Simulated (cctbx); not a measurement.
**HoAl3SnRu: solution and refinement**

Cell a = 4.2500 Å, b = 16.5360 Å, c = 6.4970 Å, α = 90.00°, β = 90.00°, γ = 90.00°; space group Cmcm (no. 63); content Ho4 Sn4 Ru4 Al12.

Simulated single-crystal data (cctbx): Mo Kα, λ = 0.71073 Å, to d = 0.8 Å, 70 % of the full sphere, strongest reflection 20000 counts, noise from counting, a 3 % proportional error and a noise floor of 8 counts (s.d.); no absorption, and some extinction, which the refinements don't model.

Charge flipping in P1 on plain amplitudes to 0.8 Å, δ = 1 σ, 10 % of the reflections treated as weak, 100 cycles:

```text
cycle      R  skewness
    0  0.586     0.37
    8  0.434     2.45
   16  0.366     5.65
   24  0.319     5.50
   32  0.304     5.39
   40  0.289     5.38
   48  0.285     5.30
   56  0.280     5.42
   64  0.276     5.51
   72  0.269     5.61
   80  0.263     5.81
   88  0.235     5.71
   96  0.223     5.77
origin shift          correlation  skewness
 0.010  0.285  0.046      0.941      7.05
 0.012  0.286  0.323      0.904      4.39
 0.010  0.285  0.046      0.941      7.05
-0.011  0.395  0.043      0.883      4.41
taken: symmetry correlation 0.941, skewness 7.05
peak      x       y       z  mult  height/sigma
Q1    0.0000  0.1142  0.2500    4     18.0
Q2    0.0000  0.5000  0.0000    4     13.8
Q3    0.0000  0.2220  0.7500    4     11.7
Q4    0.0000  0.0827  0.7500    4      4.2
Q5    0.0000  0.3056  0.2500    4      4.0
Q6    0.0000  0.3692  0.2500    4      1.8
Q7    0.0000  0.3132  0.0682    8      1.5
Q8    0.0000  0.3075  0.6556    8      1.3
Q9    0.0000  0.4777  0.6806    8      1.3
Q10   0.2452  0.1567  0.5419   16      1.2
```

The origin is taken among those within 0.04 of the best correlation, by the skewness of the map.

It took 0.49 s on 1 thread of Arm Neoverse N1, with other jobs on the host, peak memory 0.08 GiB.

Q: Assign the peaks.

Heights go roughly as Z and multiplicities must add up to the content. First model: Q1 = Ho1 (4 in the cell, height 18.0), Q2 = Sn1 (4 in the cell, height 13.8), Q3 = Ru1 (4 in the cell, height 11.7), Q4 = Al1 (4 in the cell, height 4.2) and Q7 = Al2 (8 in the cell, height 1.5). Against the true structure, Q1 is Ho, Q2 is Sn, Q3 is Ru, Q4 is Al and Q7 is Al; the other peaks are not atoms.

Least squares on F², isotropic:

```text
Rint 0.029, 290 unique reflections to 0.80 A
cycle     R1     wR2    GooF  max shift (A)
   1  0.0790  0.1846   6.705   0.11006
   2  0.0498  0.1173   4.262   0.00003
final R1 0.0498 wR2 0.1173 GooF 4.262  parameters 10  data/parameter 29.0
atom        x        y        z      Ueq    occ   su(xyz)  su(Uiso or U11)
Ho1    0.00000  0.11494  0.25000   0.0181  1.000  0.00008  0.0005
Sn1    0.00000  0.50000  0.00000   0.0199  1.000  0.00000  0.0006
Ru1    0.00000  0.22137  0.75000   0.0171  1.000  0.00014  0.0006
Al1    0.00000  0.07604  0.75000   0.0175  1.000  0.00053  0.0017
Al2    0.00000  0.31099  0.06034   0.0310  1.000  0.00130  0.0017
difference map: max 8.87 min -5.63 rms 0.58
Q1    0.0000  0.4830  0.5685    8    9.62  0.53 A from Sn1
Q2    0.0000  0.1426  0.2500    4    2.43  0.46 A from Ho1
Q3    0.0000  0.0927  0.2500    4    2.36  0.37 A from Ho1
Q4    0.0000  0.4844  0.7500    4    1.71  1.64 A from Sn1
Q5    0.0000  0.4382  0.0775    8    1.47  1.14 A from Sn1
```

Anisotropic refinement:

```text
Rint 0.029, 290 unique reflections to 0.80 A
cycle     R1     wR2    GooF  max shift (A)
   1  0.0498  0.1173   4.356   0.00573
   2  0.0122  0.0251   0.932   0.00000
final R1 0.0122 wR2 0.0251 GooF 0.932  parameters 22  data/parameter 13.2
atom        x        y        z      Ueq    occ   su(xyz)  su(Uiso or U11)
Ho1    0.00000  0.11497  0.25000   0.0178  1.000  0.00002  0.0002
Sn1    0.00000  0.50000  0.00000   0.0209  1.000  0.00000  0.0002
Ru1    0.00000  0.22148  0.75000   0.0172  1.000  0.00003  0.0003
Al1    0.00000  0.07623  0.75000   0.0159  1.000  0.00011  0.0010
Al2    0.00000  0.31065  0.06023   0.0317  1.000  0.00028  0.0010
difference map: max 0.53 min -0.57 rms 0.15
Q1    0.0000  0.3729  0.1425    8    0.54  1.16 A from Al2
Q2    0.2174  0.3729  0.0687   16    0.47  1.38 A from Al2
Q3    0.1999  0.2173  0.1861   16    0.46  1.68 A from Ru1
Q4    0.2553  0.1729  0.7500    8    0.44  1.35 A from Ru1
Q5    0.2036  0.3849  0.5779   16    0.44  1.68 A from Ho1
Q6    0.0000  0.4167  0.6820    8    0.43  1.82 A from Sn1
```

**Reading.** The refinement ends at R1 = 0.0122, wR2 = 0.0251, GooF = 0.93, with difference density between -0.57 and 0.53 e/Å³. Every site matches the true model in element, within 0.001 Å r.m.s., up to an allowed shift of origin.

True model:

```csv
atom,mult.,x,y,z,Ueq (Å²)
Ho1,4,0,0.8850,1/4,0.0180
Sn1,4,1/2,0,1/2,0.0210
Ru1,4,1/2,0.7215,1/4,0.0173
Al1,8,0,0.6894,0.4400,0.0322
Al2,4,1/2,0.5763,1/4,0.0163
```

This is a model crystal, built by substitution and not relaxed, with assumed displacement parameters.

[Middle refinement cycles are left out of these outputs.]

[Logs are printed without paths, hosts, clocks, repeated set-up lines and the standing remarks that a program may print on its own settings, such as how far it seeks lower states.]
